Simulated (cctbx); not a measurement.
# Symmetry from intensities

Cell: a = 9.3500 Å, b = 9.3500 Å, c = 9.3500 Å, α = 90.00°, β = 90.00°, γ = 90.00°. Expected content of the cell: Sn4 Cl24 Li8.

The data are simulated with cctbx, not measured: Ga Kα, λ = 1.3414 Å, to d = 0.83 Å, 50 % of the full sphere, strongest reflection 5000 counts, noise from counting, a 3 % proportional error and a noise floor of 4 counts (s.d.); no absorption, some extinction.

Tests on the unmerged data give:

```text
2938 reflections to d = 0.833 A
centring   violations  <I/sigma> of those
    A          0 of  1508      0.0
    B          0 of  1500     -0.0
    C          0 of  1474      0.0
    I        350 of  1455      3.5
    R        450 of  1914      3.4
    F          0 of  2241      0.0
Laue class    unique    Rint  (classes that these axes allow; Friedel mates merged)
F m m m           214   0.038
F m -3             78   0.041
F m -3 m           58   0.041
space group    extra absences  I>4sigma  <I/sigma>
F 4 3 2                 0          0         -  acentric
F -4 3 m                0          0         -  acentric
F m -3 m                0          0         -  centric
Wilson B = 1.09 A^2   <|E^2-1|> = 0.641 (0.968 centric, 0.736 acentric)   E^2>4: 0.0 %
shell (A)         n   <I/sigma>
 5.40 - 1.33     19     50.3
 1.33 - 1.06     15     43.6
 1.06 - 0.93     12     53.1
 0.93 - 0.84     12     35.4
```

Q: Read the symmetry from these tables.

The reflections that A, B, C and F centring forbids are absent (⟨I/σ⟩ near 0), so the lattice is F. F holds A, B and C together.

Rint stays low (0.038 to 0.041) up to F m -3 m, the highest class in these axes.

3 settings pass the absence test. No glide or screw absences show, which leaves F 4 3 2, F -4 3 m and F m -3 m.

⟨|E²−1|⟩ = 0.641 leans to a non-centrosymmetric structure, or to twinning, which lowers it. Here that hint misleads: the statistic assumes many like atoms on general positions, and few, heavy or special-position atoms break it. The Wilson B of 1.09 Å² means U ≈ 0.0138 Å².

The true group is Fm-3m (no. 225), Laue class m-3m, centrosymmetric. The tables only narrow the choice to the tied entries; cell content, site symmetry and trial solutions must settle it.

This is a model crystal, built by substitution and not relaxed, with assumed displacement parameters.

[Logs are printed without paths, hosts, clocks, repeated set-up lines and the standing remarks that a program may print on its own settings, such as how far it seeks lower states.]
